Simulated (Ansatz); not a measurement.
**1T-SnSe2 of n layers: modes against thickness**

Aim: how do the zone-centre modes of 1T-SnSe2 of n layers change with n?

Main program and level: Ansatz 0.2.0; DFT PBE+D3(BJ), scalar-relativistic, plane waves, PAW; PAW set soft_1.

This is a report of a sequence of runs, with most program output left out.

### 1. Starting point

The cell holds 3 atoms: 1 Sn and 2 Se. Its edges and angles: a = 3.810 Å, b = 3.810 Å, c = 30.080 Å, α = 90.0°, β = 90.0°, γ = 120.0°. Vacuum lies along c. The height across the vacuum is the one that the program set for its solve, not the one typed.

### 2. First relaxation: n = 1

The cell for n = 1 and its atoms are relaxed. The program lengthens the typed cell of 19.1 Å along the normal to 30.1 Å, as its cut-off of the electrostatics needs, and moves no atom.

The input, input.yaml:

```yaml
crystal:
  lattice:
    - [3.81, 0.0, 0.0]
    - [-1.905, 3.29956, 0.0]
    - [0.0, 0.0, 19.14]
  atoms:
    - { symbol: Sn, position: [0.0, 0.0, 0.5] }
    - { symbol: Se, position: [0.333333, 0.666667, 0.582027] }
    - { symbol: Se, position: [0.666667, 0.333333, 0.417973] }
  periodic: [true, true, false]
kpoints:
  mp_grid: { grid: [9, 9, 1] }
hamiltonian:
  xc: pbe
  dispersion: d3bj
  pseudopotentials: { kind: paw, azcp: { folder: soft_1 } }
scf:
  occupations: { method: gaussian, width: 0.02 }
output:
  forces: true
  stress: true
  eigenvalues: true
relax:
  adjacent_minimum: "off"
  f_tol: 0.004
  max_steps: 80
  cell: { stress_2d_tol: 0.01 }
```

The run is started by

```sh
ansatz run input.yaml --threads 8 --pin off --max-ram 20480MiB --backend cpu --events-out ev --progress --plain --runs-dir out
```

The job ended after 7.3 s (8 threads of Arm Neoverse V2, shared host; peak memory 0.98 GiB).

Relaxation path:

```
step  energy less that of the first step (eV)  largest force component (eV/Å)  volume (Å³)
   1                                   0.0000                          0.3492       378.15
   2                                   0.0524                          0.7530       376.83
   3                                  -0.0128                          0.0215       380.08
   4                                  -0.0129                          0.0021       380.64
   5                                  -0.0129                          0.0001       380.93
  6*                                  -0.0130                          0.0001       380.93
```

Relaxation steps marked * repeat the geometry before them on a plane-wave basis chosen anew for their cell, so energy and pressure can jump there. Relaxation step 2 was tried and not accepted.

The run keeps the 12 symmetry operations that it works with, so distortions that break them were not tested.

```
cell as run  before  after  change
      a (Å)   3.810  3.824  +0.4 %
      b (Å)   3.810  3.824  +0.4 %
```

The atoms that moved most (Å, along periodic axes as changes of fractional coordinates times the final cell, across vacuum about the mean position):

```
atom     dx     dy      dz  length
 Se3  0.000  0.000  -0.031   0.031
 Se2  0.000  0.000   0.031   0.031
```

The relaxed structure:

```
Sn Se
1.0
     3.82399    0.00000    0.00000
    -1.91199    3.31167    0.00000
     0.00000    0.00000   30.07999
Sn Se
1 2
Cartesian
  0.0000 0.0000 9.5700
  0.0000 2.2078 11.1705
  1.9120 1.1039 7.9695
```

Numbers from this step:

```yaml
gap_on_the_k_mesh: 0.8232 eV
```

The relaxation ends with a first cell vector of 3.824 Å.

### 3. Relaxation of a member: n = 1

The relaxation for n = 1 is finished with tight tolerances.

input.yaml, the sections that differ from step 2:

```yaml
crystal:
  lattice:
    - [3.8239899265, 0.0, 0.0]
    - [-1.9119949632, 3.3116724201, 0.0]
    - [0.0, 0.0, 30.07998712]
  atoms:
    - { symbol: Sn, position: [0.0, 0.0, 0.318151732] }
    - { symbol: Se, position: [0.3333333333, 0.6666666667, 0.3713600112] }
    - { symbol: Se, position: [0.6666666667, 0.3333333333, 0.2649434528] }
  periodic: [true, true, false]
scf:
  occupations: { method: fixed }
relax:
  adjacent_minimum: "off"
  f_tol: 0.001
  max_steps: 60
  cell: { stress_2d_tol: 0.002 }
# kpoints, hamiltonian, output: as in step 2
```

It took 3.7 s on 8 threads; peak memory 0.97 GiB; 25 s of CPU time.

Little changed from the start: no atom moved by 0.005 Å and no cell edge by 0.1 %.

Numbers from this step:

```yaml
gap_on_the_k_mesh: 0.8236 eV
```

The largest force component left is 0.43 meV/Å.

### 4. Zone-centre modes of the member: n = 1

Phonons follow from the second derivative of the energy, found here by linear response.

The zone-centre modes follow for n = 1.

input.yaml, the sections that differ from step 3:

```yaml
crystal:
  lattice:
    - [3.8242510357, 0.0, 0.0]
    - [-1.9121255178, 3.3118985474, 0.0]
    - [0.0, 0.0, 30.07998712]
  atoms:
    - { symbol: Sn, position: [0.0, 0.0, 0.318151732] }
    - { symbol: Se, position: [0.3333333333, 0.6666666667, 0.3713561945] }
    - { symbol: Se, position: [0.6666666667, 0.3333333333, 0.2649472695] }
  periodic: [true, true, false]
output:
  eigenvalues: true
phonons:
  method: dfpt
# kpoints, hamiltonian, scf: as in step 3
# relax: removed
```

Run time: 23 s. Hardware: 8 threads; peak memory 1.6 GiB.

Numbers from this step:

```yaml
sum_rule_residual_before_enforcement: 1.39e-4 eV/Å²
point_group: -3m
highest_mode_at_the_zone_centre_of_this_cell_no_lo_to_term: 254.9 cm⁻¹
lowest_mode_at_the_zone_centre_of_this_cell_translations_apart: 107 cm⁻¹
```

Without the LO-TO term. Patterns of degenerate modes are one choice out of their space. Modes at Γ, with each element's share of the kinetic energy:

```
mode  frequency (cm⁻¹)  symmetry  Sn %  Se %
   1               0.0  acoustic    43    57
   2               0.0  acoustic    43    57
   3               0.0  acoustic    43    57
   4             107.0        Eg     0   100
   5             107.0        Eg     0   100
   6             143.3        Eu    57    43
   7             143.3        Eu    57    43
   8             181.9       A1g     0   100
   9             254.9       A2u    57    43
```

Displacements in mode 4 (107.0 cm⁻¹), the largest set to 1:
```
Sn1  0.00  0.00  0.00
Se2  0.00  1.00  0.00
Se3  0.00 -1.00  0.00
```

Displacements in mode 9 (254.9 cm⁻¹), the largest set to 1:
```
Sn1  0.00  0.00  1.00
Se2  0.00  0.00 -0.75
Se3  0.00  0.00 -0.75
```

With the three translations set apart, the lowest mode of the cell is real, 107 cm⁻¹, and the highest lies at 254.9 cm⁻¹.

### 5. First relaxation: n = 3

The cell for n = 3 and its atoms are relaxed. The program lengthens the typed cell of 31.4 Å along the normal to 54.6 Å, as its cut-off of the electrostatics needs, and moves no atom.

System of this step: SnSe2. The cell holds 9 atoms: 3 Sn and 6 Se. Cell: a = 3.810 Å, b = 3.810 Å, c = 54.640 Å, α = 90.0°, β = 90.0°, γ = 120.0°. Vacuum lies along c.

The input, input.yaml:

```yaml
crystal:
  lattice:
    - [3.81, 0.0, 0.0]
    - [-1.905, 3.29956, 0.0]
    - [0.0, 0.0, 31.42]
  atoms:
    - { symbol: Sn, position: [0.0, 0.0, 0.304583] }
    - { symbol: Se, position: [0.333333, 0.666667, 0.354551] }
    - { symbol: Se, position: [0.666667, 0.333333, 0.254615] }
    - { symbol: Sn, position: [0.0, 0.0, 0.5] }
    - { symbol: Se, position: [0.333333, 0.666667, 0.549968] }
    - { symbol: Se, position: [0.666667, 0.333333, 0.450032] }
    - { symbol: Sn, position: [0.0, 0.0, 0.695417] }
    - { symbol: Se, position: [0.333333, 0.666667, 0.745385] }
    - { symbol: Se, position: [0.666667, 0.333333, 0.645449] }
  periodic: [true, true, false]
kpoints:
  mp_grid: { grid: [9, 9, 1] }
hamiltonian:
  xc: pbe
  dispersion: d3bj
  pseudopotentials: { kind: paw, azcp: { folder: soft_1 } }
scf:
  occupations: { method: gaussian, width: 0.02 }
output:
  forces: true
  stress: true
  eigenvalues: true
relax:
  adjacent_minimum: "off"
  f_tol: 0.004
  max_steps: 80
  cell: { stress_2d_tol: 0.01 }
```

Elapsed: 49 s, on 8 threads; peak memory 2.7 GiB; 6.2 min of CPU time.

Relaxation path:

```
step  energy less that of the first step (eV)  largest force component (eV/Å)  volume (Å³)
   1                                   0.0000                          0.3722       686.90
   2                                   0.1422                          0.7270       685.30
   3                                  -0.0457                          0.0337       693.31
   4                                  -0.0479                          0.0161       694.58
   5                                  -0.0481                          0.0017       696.05
   6                                  -0.0481                          0.0002       696.16
  7*                                  -0.0483                          0.0001       696.16
```

Relaxation steps marked * repeat the geometry before them on a plane-wave basis chosen anew for their cell, so energy and pressure can jump there. Relaxation step 2 was tried and not accepted.

Forces are held to the 12 operations that the run works with; a distortion that breaks them can't arise in this run.

```
cell as run  before  after  change
      a (Å)   3.810  3.836  +0.7 %
      b (Å)   3.810  3.836  +0.7 %
```

The atoms that moved most (Å, along periodic axes as changes of fractional coordinates times the final cell, across vacuum about the mean position):

```
atom     dx     dy      dz  length
 Se9  0.000  0.000  -0.165   0.165
 Se2  0.000  0.000   0.165   0.165
 Sn7  0.000  0.000  -0.138   0.138
 Sn1  0.000  0.000   0.138   0.138
 Se8  0.000  0.000  -0.112   0.112
 Se3  0.000  0.000   0.112   0.112
 Se6  0.000  0.000  -0.025   0.025
 Se5  0.000  0.000   0.025   0.025
```

This step gave:

| Property | Result |
| --- | --- |
| gap on the k-mesh | 0.6539 eV |

The relaxation ends with a first cell vector of 3.836 Å.

### 6. Relaxation of a member: n = 3

The relaxation for n = 3 is finished with tight tolerances.

The input, input.yaml:

```yaml
crystal:
  lattice:
    - [3.8356035917, 0.0, 0.0]
    - [-1.9178017959, 3.3217301493, 0.0]
    - [0.0, 0.0, 54.6399868]
  atoms:
    - { symbol: Sn, position: [0.0, 0.0, 0.177670852] }
    - { symbol: Se, position: [0.3333333333, 0.6666666667, 0.2068905678] }
    - { symbol: Se, position: [0.6666666667, 0.3333333333, 0.1484676922] }
    - { symbol: Sn, position: [0.0, 0.0, 0.2875183711] }
    - { symbol: Se, position: [0.3333333333, 0.6666666667, 0.3167065182] }
    - { symbol: Se, position: [0.6666666667, 0.3333333333, 0.258330224] }
    - { symbol: Sn, position: [0.0, 0.0, 0.3973658901] }
    - { symbol: Se, position: [0.3333333333, 0.6666666667, 0.4265690499] }
    - { symbol: Se, position: [0.6666666667, 0.3333333333, 0.3681461743] }
  periodic: [true, true, false]
kpoints:
  mp_grid: { grid: [9, 9, 1] }
hamiltonian:
  xc: pbe
  dispersion: d3bj
  pseudopotentials: { kind: paw, azcp: { folder: soft_1 } }
scf:
  occupations: { method: fixed }
output:
  forces: true
  stress: true
  eigenvalues: true
relax:
  adjacent_minimum: "off"
  f_tol: 0.001
  max_steps: 60
  cell: { stress_2d_tol: 0.002 }
```

The job ended after 15 s (8 threads; peak memory 2.7 GiB; 1.9 min of CPU time).

Little changed from the start: no atom moved by 0.005 Å and no cell edge by 0.1 %.

The largest force component left is 0.14 meV/Å.

### 7. Zone-centre modes of the member: n = 3

The zone-centre modes follow for n = 3.

Edit input.yaml of step 6 so:

```diff
@@ -25,9 +25,4 @@
 output:
-  forces: true
-  stress: true
   eigenvalues: true
-relax:
-  adjacent_minimum: "off"
-  f_tol: 0.001
-  max_steps: 60
-  cell: { stress_2d_tol: 0.002 }
+phonons:
+  method: dfpt
```

Wall time 8.4 min (8 threads); peak memory 5.8 GiB; 60 min of CPU time.

Numbers from this step:

* sum-rule residual before enforcement: 3.91e-4 eV/Å²
* highest mode at the zone centre of this cell (no LO-TO term): 251.2 cm⁻¹
* lowest mode at the zone centre of this cell, translations apart: 12.37 cm⁻¹

Without the LO-TO term. Patterns of degenerate modes are one choice out of their space. The modes at Γ (shares of kinetic energy by element, %):

```
mode  frequency (cm⁻¹)  symmetry  Sn %  Se %
   1               0.0  acoustic    43    57
   2               0.0  acoustic    43    57
   3               0.0  acoustic    43    57
   4              12.4        Eg    44    56
   5              12.4        Eg    44    56
   6              19.8       A1g    43    57
   7              22.7        Eu    47    53
   8              22.7        Eu    47    53
   9              33.0       A2u    43    57
  10             107.1        Eg     0   100
  11             107.1        Eg     0   100
  12             111.0        Eu     2    98
  13             111.0        Eu     2    98
  14             119.4        Eg     3    97
  15             119.4        Eg     3    97
  16             142.4        Eu    57    43
  17             142.4        Eu    57    43
  18             145.6        Eg    53    47
  19             145.6        Eg    53    47
  20             150.2        Eu    51    49
  21             150.2        Eu    51    49
  22             179.6       A1g     0   100
  23             180.4       A2u     0   100
  24             180.9       A1g     0   100
  25             249.0       A2u    57    43
  26             251.2       A2u    57    43
  27             251.2       A1g    57    43
```

Displacements in mode 4 (12.4 cm⁻¹), the largest set to 1:
```
Sn1  0.98 -0.07  0.00
Se2  0.92 -0.07  0.00
Se3  1.00 -0.07  0.00
Sn4  0.00  0.00  0.00
Se5 -0.08  0.01  0.00
Se6  0.08 -0.01  0.00
Sn7 -0.98  0.07  0.00
Se8 -1.00  0.07  0.00
Se9 -0.92  0.07  0.00
```

Displacements in mode 6 (19.8 cm⁻¹), the largest set to 1:
```
Sn1  0.00  0.00  0.99
Se2  0.00  0.00  0.97
Se3  0.00  0.00  1.00
Sn4  0.00  0.00  0.00
Se5  0.00  0.00 -0.03
Se6  0.00  0.00  0.03
Sn7  0.00  0.00 -0.99
Se8  0.00  0.00 -1.00
Se9  0.00  0.00 -0.97
```

With the three translations set apart, the lowest mode of the cell is real, 12.4 cm⁻¹, and the highest lies at 251.2 cm⁻¹.

### 8. All members side by side

The members are set side by side, also those not shown above.

Levels are modes at the zone centre of the cell, translations apart; they are counted by rank, so a column need not follow one mode. Cells along the series:

```
n  atoms in the cell  space group  first cell vector (Å)  lowest level (cm⁻¹)  second level from below (cm⁻¹)  third level from below (cm⁻¹)  highest level (cm⁻¹)  gap on mesh (eV)
1                  3        P-3m1                  3.824                  107                           143.3                          181.9                 254.9            0.8236
2                  6        P-3m1                  3.834                18.39                           27.56                          107.2                 251.6            0.7182
3                  9        P-3m1                  3.836                12.37                           19.76                          22.68                 251.2            0.6539
```

### 9. What came out

| Quantity | Value |
| --- | --- |
| members | 3 |
| highest level, n = 1 | 254.9 cm⁻¹ |
| highest level, n = 3 | 251.2 cm⁻¹ |

**Reading.** From n = 1 to 3 the lowest level goes from 107.0 to 12.4 cm⁻¹ and the highest from 254.9 to 251.2 cm⁻¹. These are levels by rank and need not be the same mode: a single layer has no interlayer modes, which come lowest from two layers on. These are harmonic frequencies at zero temperature: anharmonic shifts, linewidths and thermal expansion are left out. Spin-orbit coupling is left out, which can matter for the heavy elements here. In the phonons the program holds the C6 weights of the dispersion term fixed, leaving out their change with coordination. In a sheet the LO-TO splitting vanishes at the zone centre, so no such term is missing here.

[Logs are printed without paths, hosts, clocks, repeated set-up lines and the standing remarks that a program may print on its own settings, such as how far it seeks lower states.]

[Hosts, paths, dates, database ids (printed as entryN), source tags and the programs' standing remarks are cut or masked in the printed files.]
